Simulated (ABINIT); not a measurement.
**Beyond one shot: K2LiAlH6 (Fm-3m)**

Wanted: G0W0 and self-consistent gaps of K2LiAlH6 (Fm-3m), with the cost of the cycles.

Program: ABINIT 10.8.3. Level of theory: LDA and many-body steps on it, plane waves. Results are calculated unless marked as measured.

## Step 1: Starting point

Symmetry: Fm-3m, No. 225, cubic system. The conventional cell has a = 7.761 Å, b = 7.761 Å, c = 7.761 Å, α = 90.00°, β = 90.00°, γ = 90.00°. Nearest to K lie 12 H at 2.75 Å. Nearest to Li lie 6 H at 2.11 Å. Al has 6 H at 1.77 Å nearest. Nearest to H lie 1 Al at 1.77 Å and 1 Li at 2.11 Å and 4 H at 2.50 Å and 4 K at 2.75 Å. Farther neighbours are not listed.

As a file:

```cif
data_structure
_symmetry_space_group_name_H-M 'P 1'
_symmetry_Int_Tables_number 1
_cell_length_a 5.4876
_cell_length_b 5.4876
_cell_length_c 5.4876
_cell_angle_alpha 60.000
_cell_angle_beta 60.000
_cell_angle_gamma 60.000
_cell_volume 116.85
loop_
_atom_site_label
_atom_site_type_symbol
_atom_site_fract_x
_atom_site_fract_y
_atom_site_fract_z
_atom_site_occupancy
K1 K 0.75000 0.75000 0.75000 1
K2 K 0.25000 0.25000 0.25000 1
Li3 Li 0.50000 0.50000 0.50000 1
Al4 Al 0.00000 0.00000 0.00000 1
H5 H 0.77211 0.22789 0.22789 1
H6 H 0.77211 0.22789 0.77211 1
H7 H 0.22789 0.77211 0.77211 1
H8 H 0.22789 0.77211 0.22789 1
H9 H 0.22789 0.22789 0.77211 1
H10 H 0.77211 0.77211 0.22789 1
```

The cell and positions are those that the Materials Project relaxed with its own functionals (PBE, PBE+U or r2SCAN), kept fixed.

## Step 2: Empty states on the mesh, 2×2×2 mesh, 69 bands

This step: ABINIT 10.8.3; DFT, LDA, plane waves, norm-conserving pseudopotentials.

The sums over transitions need many empty states on a uniform mesh; this step solves for them.

The input, run.abi:

```
acell 3*1.0 Angstrom
rprim 
  -0.000000000000 3.880349530400 3.880349530400
  3.880349530400 0.000000000000 3.880349530400
  3.880349530400 3.880349530400 0.000000000000
ntypat 4
znucl 19 3 13 1
natom 10
typat 1 1 2 3 4 4 4 4 4 4
xred 
  0.750000000000 0.750000000000 0.750000000000
  0.250000000000 0.250000000000 0.250000000000
  0.500000000000 0.500000000000 0.500000000000
  0.000000000000 -0.000000000000 -0.000000000000
  0.772107360000 0.227892640000 0.227892640000
  0.772107360000 0.227892640000 0.772107360000
  0.227892640000 0.772107360000 0.772107360000
  0.227892640000 0.772107360000 0.227892640000
  0.227892640000 0.227892640000 0.772107360000
  0.772107360000 0.772107360000 0.227892640000
pp_dirpath "pseudos"
pseudos "K.upf, Li.upf, Al.upf, H.upf"
ecut 33
ngkpt 2 2 2
nshiftk 1
shiftk 0 0 0
kptopt 1
chksymbreak 0
iscf -2
irdden 1
istwfk *1
nband 69
nbdbuf 6
tolwfr 1e-09
nstep 60
prtvol 0
indata_prefix "in"
outdata_prefix "out"
tmpdata_prefix "tmp"
```

Run with:

```sh
> OMP_NUM_THREADS=1 mpirun -n 4 abinit run.abi > log
```

Numbers of over 12 decimals in the logs are rounded to 6 here.

The program printed:

```text
.Version 10.8.3 of ABINIT. v10.8.2 released Aug 2026.

 Symmetries : space group Fm -3 m (#225); Bravais cF (face-center cubic)
[... echo of the input left out ...]
== DATASET  1 ==================================================================
-   mpi_nproc: 4, omp_nthreads: 1 (-1 if OMP is not activated)
-    --> not optimal distribution: autoparal keyword recommended in input file <--

--- !DatasetInfo
iteration_state: {dtset: 1, }
dimensions: {natom: 10, nkpt: 3, mband: 69, nsppol: 1, nspinor: 1, nspden: 1, mpw: 7144, }
cutoff_energies: {ecut:  33.0, pawecutdg:  -1.0, }
[...]
0.73475    0.82217    0.82217    0.85455    0.85455    0.85455    0.88720    0.88720
   0.88720    0.92814    0.92814    0.92814    0.95674    0.99835    0.99835    0.99835
   1.05912    1.09880    1.09881    1.09883    1.12527
 prteigrs : prtvol=0 or 1, do not print more k-points.

== END DATASET(S) ==============================================================
================================================================================

 -outvars: echo values of variables after computation  --------
            nband          69
             nkpt           3
          spgroup         225
 [... the other variables as echoed above ...]

 Calculation completed.
```

Elapsed: 19 s, on 4 MPI ranks of Arm Neoverse V1, shared host; peak memory 0.33 GiB; 75 s of CPU time.

This step gave:

| Item | Value |
| --- | --- |
| gap | 2.154 eV |
| k of the valence top | 0.5, 0.5, 0 |
| k of the conduction bottom | 0, 0, 0 |
| least direct gap | 2.726 eV |
| k points computed | 3 |
| lowest point of the top converged band, above the valence top | 24.97 eV |

On this mesh the gap is 2.154 eV.

The density comes from a self-consistent run that is not shown.

## Step 3: Screening, 2×2×2 mesh, 63 bands, screening to 87.1 eV

The RPA dielectric matrix is built and inverted for each q.

This step: RPA screening on LDA, plane waves, norm-conserving pseudopotentials.

Changes to run.abi since step 2:

```diff
@@ -28,10 +28,11 @@
 chksymbreak 0
-iscf -2
-irdden 1
 istwfk *1
-nband 69
-nbdbuf 6
-tolwfr 1e-09
-nstep 60
-prtvol 0
+occopt 1
+irdwfk 1
+optdriver 3
+nband 63
+ecuteps 3.2
+inclvkb 2
+awtr 1
+symchi 1
 indata_prefix "in"
```

The program printed:

```text
.Version 10.8.3 of ABINIT. v10.8.2 released Aug 2026.

 Symmetries : space group Fm -3 m (#225); Bravais cF (face-center cubic)
[... echo of the input left out ...]
== DATASET  1 ==================================================================
-   mpi_nproc: 4, omp_nthreads: 1 (-1 if OMP is not activated)

--- !DatasetInfo
iteration_state: {dtset: 1, }
dimensions: {natom: 10, nkpt: 3, mband: 63, nsppol: 1, nspinor: 1, nspden: 1, mpw: 7144, }
cutoff_energies: {ecut:  33.0, pawecutdg:  -1.0, }
electrons: {nelect:   3.00000000E+01, charge:   0.00000000E+00, occopt:   1.00000000E+00, tsmear:   1.00000000E-02, }

 SCREENING: Calculation of the susceptibility and dielectric matrices

 Based on a program developped by R.W. Godby, V. Olevano, G. Onida, and L. Reining.
 Incorporated in ABINIT by V. Olevano, G.-M. Rignanese, and M. Torrent.
.Using double precision arithmetic ; gwpc =  8

[... cell and pseudopotentials left out ...]
--------------------------------------------------------------------------------

 ==== K-mesh for the wavefunctions ====
 Number of points in the irreducible wedge :     3
[... list of points left out ...]
 Together with 48 symmetry operations and time-reversal symmetry
 yields     8 points in the full Brillouin Zone.

 ==== Q-mesh for the screening function ====
 Number of points in the irreducible wedge :     3
[... list of points left out ...]
 Together with 48 symmetry operations and time-reversal symmetry
 yields     8 points in the full Brillouin Zone.

 setmesh: FFT mesh size selected  =    36x   36x   36
          total number of points  =        46656

 vcoul_init : cutoff-mode = AUXILIARY_FUNCTION
 q-points for optical limit:   1
     1)      0.000010    0.000020    0.000030

- screening: taking advantage of time-reversal symmetry
- Maximum band index for partially occupied states nbvw = 15
- Remaining bands to be divided among processors   nbcw = 48
- Number of bands treated by each node ~12

 Number of electrons calculated from density =   30.0000; Expected =   30.0000
 average of density, n =  0.038044
 r_s =    1.8445
 omega_plasma =   18.8147 [eV]

 calculating chi0 at frequencies [eV] :
  1    0.000000E+00    0.000000E+00
  2    0.000000E+00    1.881467E+01

--------------------------------------------------------------------------------
  q-point number  1        q = ( 0.000000, 0.000000, 0.000000) [r.l.u.]
--------------------------------------------------------------------------------
[... chi0 elements left out ...]
 For q-point:  0.000010 0.000020 0.000030
  dielectric constant =   4.2266
  dielectric constant without local fields =   4.8254

  Average fulfillment of the sum rule on Im[epsilon] for q-point    1 :     51.14  [%]
[... wings left out ...]
  q-point number  2        q = ( 0.500000, 0.000000, 0.000000) [r.l.u.]
--------------------------------------------------------------------------------
[... chi0 elements left out ...]
  Average fulfillment of the sum rule on Im[epsilon] for q-point    2 :     59.79  [%]

 [... 1 further q-points ...]
```

The job ended after 7.8 s (4 MPI ranks; peak memory 0.91 GiB).

Numbers from this step:

| Quantity | Value |
| --- | --- |
| ε∞ with local fields, on this mesh, along the program's q direction | 4.227 |
| the same without local fields | 4.825 |
| plasma frequency | 18.81 eV |
| plane waves in the screening matrix | 181 |

Local fields lower ε∞ by 12 %. On a Γ-centred mesh this coarse the value itself is usually too large, while a short band sum pulls it down.

## Step 4: G0W0

The self-energy is evaluated for the states that the input lists, and the levels follow from it, in one-shot runs by the linearised quasiparticle equation.

This step: G0W0 on LDA, plane waves, norm-conserving pseudopotentials.

Changes to run.abi since step 3:

```diff
@@ -31,8 +31,17 @@
 irdwfk 1
-optdriver 3
+optdriver 4
 nband 63
+gwcalctyp 0
+ecutsigx 33
+symsigma 1
+nkptgw 2
+kptgw 
+  0.5000000000 0.5000000000 0.0000000000
+  0.0000000000 0.0000000000 0.0000000000
+bdgw 
+  14 18
+  14 19
 ecuteps 3.2
-inclvkb 2
-awtr 1
-symchi 1
+irdscr 1
+ppmodel 1
 indata_prefix "in"
```

The program printed:

```text
.Version 10.8.3 of ABINIT. v10.8.2 released Aug 2026.

 Symmetries : space group Fm -3 m (#225); Bravais cF (face-center cubic)
[... echo of the input left out ...]
== DATASET  1 ==================================================================
-   mpi_nproc: 4, omp_nthreads: 1 (-1 if OMP is not activated)

--- !DatasetInfo
iteration_state: {dtset: 1, }
dimensions: {natom: 10, nkpt: 3, mband: 63, nsppol: 1, nspinor: 1, nspden: 1, mpw: 7144, }
cutoff_energies: {ecut:  33.0, pawecutdg:  -1.0, }
electrons: {nelect:   3.00000000E+01, charge:   0.00000000E+00, occopt:   1.00000000E+00, tsmear:   1.00000000E-02, }

 SIGMA: Calculation of the GW corrections

 Based on a program developped by R.W. Godby, V. Olevano, G. Onida, and L. Reining.
 Incorporated in ABINIT by V. Olevano, G.-M. Rignanese, and M. Torrent.
.Using double precision arithmetic ; gwpc =  8

[... cell and pseudopotentials left out ...]
--------------------------------------------------------------------------------

 ==== K-mesh for the wavefunctions ====
 Number of points in the irreducible wedge :     3
[... list of points left out ...]
 Together with 48 symmetry operations and time-reversal symmetry
 yields     8 points in the full Brillouin Zone.

 ==== Q-mesh for screening function ====
 Number of points in the irreducible wedge :     3
[... list of points left out ...]
 Together with 48 symmetry operations and time-reversal symmetry
 yields     8 points in the full Brillouin Zone.

 vcoul_init : cutoff-mode = AUXILIARY_FUNCTION
 q-points for optical limit:   1
     1)      0.000010    0.000020    0.000030
 setmesh: FFT mesh size selected  =    54x   54x   54
          total number of points  =       157464

 Number of electrons calculated from density =   30.0000; Expected =   30.0000
 average of density, n =  0.038044
 r_s =    1.8445
 omega_plasma =   18.8147 [eV]

 === KS Band Gaps ===
  >>>> For spin  1
   Minimum direct gap =   2.7262 [eV], located at k-point      :   0.0000  0.0000  0.0000
   Fundamental gap    =   2.1545 [eV], Top of valence bands at :   0.5000  0.5000  0.0000
                                       Bottom of conduction at :   0.0000  0.0000  0.0000
 SIGMA fundamental parameters:
 PLASMON POLE MODEL  1
 number of plane-waves for SigmaX                 7119
 number of plane-waves for SigmaC and W            181
 number of plane-waves for wavefunctions          7119
 number of bands                                    63
 number of independent spin polarizations            1
 number of spinorial components                      1
 number of k-points in IBZ                           3
 number of q-points in IBZ                           3
 number of symmetry operations                      48
 number of k-points in BZ                            8
 number of q-points in BZ                            8
 number of frequencies for dSigma/dE                 9
 frequency step for dSigma/dE [eV]                0.25
 number of omega for Sigma on real axis              0
 max omega for Sigma on real axis  [eV]           0.00
 zcut for avoiding poles [eV]                     0.10

 EPSILON^-1 parameters (SCR file):
 dimension of the eps^-1 matrix on file            181
 dimension of the eps^-1 matrix used               181
 number of plane-waves for wavefunctions          7119
 number of bands                                    63
 number of q-points in IBZ                           3
 number of frequencies                               2
 number of real frequencies                          1
 number of imag frequencies                          1

 matrix elements of self-energy operator (all in [eV])

 Perturbative Calculation

--- !SelfEnergy_ee
iteration_state: {dtset: 1, }
kpoint     : [   0.500,    0.500,    0.000, ]
spin       : 1
KS_gap     :    3.368
QP_gap     :    5.547
Delta_QP_KS:    2.179
data: !SigmaeeData |
     Band     E0 <VxcDFT>   SigX SigC(E0)      Z dSigC/dE  Sig(E)    E-E0       E
       14  -0.020 -10.407 -13.655   2.355   0.780  -0.283 -11.103  -0.696  -0.716
       15   2.200 -11.328 -14.264   2.234   0.805  -0.243 -11.893  -0.565   1.635
       16   5.569  -8.666  -3.769  -2.973   0.838  -0.193  -7.053   1.614   7.182
       17   6.928  -8.995  -3.828  -3.063   0.829  -0.207  -7.251   1.745   8.672
       18   6.928  -8.995  -3.828  -3.063   0.829  -0.207  -7.251   1.745   8.672

--- !SelfEnergy_ee
iteration_state: {dtset: 1, }
kpoint     : [   0.000,    0.000,    0.000, ]
spin       : 1
KS_gap     :    2.726
QP_gap     :    4.593
Delta_QP_KS:    1.867
data: !SigmaeeData |
     Band     E0 <VxcDFT>   SigX SigC(E0)      Z dSigC/dE  Sig(E)    E-E0       E
       14   1.629 -10.927 -13.778   2.189   0.807  -0.239 -11.462  -0.535   1.093
       15   1.629 -10.927 -13.778   2.189   0.807  -0.239 -11.462  -0.535   1.093
       16   4.355  -8.665  -4.226  -2.833   0.829  -0.207  -7.334   1.331   5.686
       17   7.342  -8.598  -3.679  -3.104   0.823  -0.215  -7.105   1.493   8.835
       18   7.342  -8.598  -3.679  -3.104   0.823  -0.215  -7.105   1.493   8.835
       19   7.342  -8.598  -3.679  -3.104   0.823  -0.215  -7.105   1.493   8.835

== END DATASET(S) ==============================================================
================================================================================

 -outvars: echo values of variables after computation  --------
           etotal      0.0000000000E+00
            nband          63
             nkpt           3
          spgroup         225
 [... the other variables as echoed above ...]

 Calculation completed.
```

It took 5.4 s on 4 MPI ranks; peak memory 0.32 GiB.

This step gave:

| Quantity | Value |
| --- | --- |
| G0W0 gap on the points computed | 4.051 eV |
| starting gap on the mesh | 2.154 eV |
| k of the valence top | 0.5, 0.5, 0 |
| k of the conduction bottom | 0, 0, 0 |
| Z at the valence top | 0.805 |
| Z at the conduction bottom | 0.829 |
| least direct G0W0 gap on the computed points | 4.593 eV |

The gap on the mesh goes from 2.15 eV to 4.05 eV, a correction of +1.90 eV.

## Step 5: QSGW, cycle 1

This step: QSGW on LDA, plane waves, norm-conserving pseudopotentials.

Changes to run.abi since step 4:

```diff
@@ -33,12 +33,14 @@
 nband 63
-gwcalctyp 0
+gwcalctyp 28
 ecutsigx 33
-symsigma 1
-nkptgw 2
+symsigma 0
+nkptgw 3
 kptgw 
+  0.0000000000 0.0000000000 0.0000000000
+  0.5000000000 0.0000000000 0.0000000000
   0.5000000000 0.5000000000 0.0000000000
-  0.0000000000 0.0000000000 0.0000000000
 bdgw 
-  14 18
-  14 19
+  10 32
+  10 32
+  10 32
 ecuteps 3.2
@@ -46,2 +48,3 @@
 ppmodel 1
+rhoqpmix 0.3
 indata_prefix "in"
```

The program printed:

```text
.Version 10.8.3 of ABINIT. v10.8.2 released Aug 2026.

 Symmetries : space group Fm -3 m (#225); Bravais cF (face-center cubic)
[... echo of the input left out ...]
== DATASET  1 ==================================================================
-   mpi_nproc: 4, omp_nthreads: 1 (-1 if OMP is not activated)

--- !DatasetInfo
iteration_state: {dtset: 1, }
dimensions: {natom: 10, nkpt: 3, mband: 63, nsppol: 1, nspinor: 1, nspden: 1, mpw: 7144, }
cutoff_energies: {ecut:  33.0, pawecutdg:  -1.0, }
electrons: {nelect:   3.00000000E+01, charge:   0.00000000E+00, occopt:   1.00000000E+00, tsmear:   1.00000000E-02, }

 SIGMA: Calculation of the GW corrections

 Based on a program developped by R.W. Godby, V. Olevano, G. Onida, and L. Reining.
 Incorporated in ABINIT by V. Olevano, G.-M. Rignanese, and M. Torrent.
.Using double precision arithmetic ; gwpc =  8

[... cell and pseudopotentials left out ...]
--------------------------------------------------------------------------------

 ==== K-mesh for the wavefunctions ====
 Number of points in the irreducible wedge :     3
[... list of points left out ...]
 Together with 48 symmetry operations and time-reversal symmetry
 yields     8 points in the full Brillouin Zone.

 ==== Q-mesh for screening function ====
 Number of points in the irreducible wedge :     3
[... list of points left out ...]
 Together with 48 symmetry operations and time-reversal symmetry
 yields     8 points in the full Brillouin Zone.

 vcoul_init : cutoff-mode = AUXILIARY_FUNCTION
 q-points for optical limit:   1
     1)      0.000010    0.000020    0.000030
 setmesh: FFT mesh size selected  =    54x   54x   54
          total number of points  =       157464

 Number of electrons calculated from density =   30.0000; Expected =   30.0000
[...]
--- !SelfEnergy_ee
iteration_state: {dtset: 1, }
kpoint     : [   0.500,    0.000,    0.000, ]
spin       : 1
KS_gap     :    4.144
QP_gap     :    6.664
Delta_QP_KS:    2.520
data: !SigmaeeData |
     Band     E_DFT   <VxcDFT>   E(N-1)  <Hhartree>   SigX  SigC[E(N-1)]    Z     dSigC/dE  Sig[E(N)]  DeltaE  E(N)_pert E(N)_diago
[...]
--- !SelfEnergy_ee
iteration_state: {dtset: 1, }
kpoint     : [   0.500,    0.500,    0.000, ]
spin       : 1
KS_gap     :    3.368
QP_gap     :    5.996
Delta_QP_KS:    2.627
data: !SigmaeeData |
     Band     E_DFT   <VxcDFT>   E(N-1)  <Hhartree>   SigX  SigC[E(N-1)]    Z     dSigC/dE  Sig[E(N)]  DeltaE  E(N)_pert E(N)_diago
[...]
31    12.256   -13.322    12.256    25.578    -6.022    -3.324     1.000     0.000    -9.346     3.976    16.232    16.248
       32    12.526   -12.769    12.526    25.295    -5.605    -3.430     1.000     0.000    -9.035     3.734    16.260    16.285

 New Fermi energy :        1.370979E-01 Ha ,    3.730624E+00 eV

 === QP Band Gaps ===
  >>>> For spin  1
   Minimum direct gap =   5.0115 [eV], located at k-point      :   0.0000  0.0000  0.0000
   Fundamental gap    =   4.4653 [eV], Top of valence bands at :   0.5000  0.5000  0.0000
                                       Bottom of conduction at :   0.0000  0.0000  0.0000

 writing QP data on file : out_QPS

 Convergence of QP corrections
 >>>>> For spin  1 <<<<<
.  kptgw no:  1; Maximum DeltaE = (   1.864   0.001) for band index: 22
.  kptgw no:  2; Maximum DeltaE = (   2.369   0.000) for band index: 22
.  kptgw no:  3; Maximum DeltaE = (   2.765  -0.000) for band index: 22

== END DATASET(S) ==============================================================
================================================================================

 -outvars: echo values of variables after computation  --------
           etotal      0.0000000000E+00
            nband          63
             nkpt           3
          spgroup         225
 [... the other variables as echoed above ...]

 Calculation completed.
```

Elapsed: 19 s, on 4 MPI ranks; peak memory 1.6 GiB.

Numbers from this step:

| Item | Value |
| --- | --- |
| quasiparticle gap on the points computed | 4.465 eV |
| gap of the density functional on the mesh | 2.154 eV |
| k of the valence top | 0.5, 0.5, 0 |
| k of the conduction bottom | 0, 0, 0 |
| Z at the valence top | 1 |
| Z at the conduction bottom | 1 |
| least direct quasiparticle gap on the computed points | 5.011 eV |

Against G0W0 in ABINIT (2×2×2 mesh, 63 bands, screening to 87.1 eV, Godby-Needs plasmon pole), the gap moves by +0.414 eV.

[end of part 1 of 4]

[Paths, hosts, dates, memory and timing lines, banners, echoed tables and standing remarks are left out of the program output.]

[Logs are printed without paths, hosts, clocks, repeated set-up lines and the standing remarks that a program may print on its own settings, such as how far it seeks lower states.]

[Runs of the session that timed out or met a known fault of the program may be left out.]

[Hosts, paths, dates, database ids (printed as entryN), source tags and the programs' standing remarks are cut or masked in the printed files.]

[G0W0 gaps are taken among the corrected bands and points alone; a level outside them can change the order at an edge.]

[Where Ansatz stands beside ABINIT at settings called matched, ABINIT's density can come from a denser mesh and the files from another edition; pairs whose starting gaps differed by over 0.03 eV were left out, so agreement reads better than it is.]
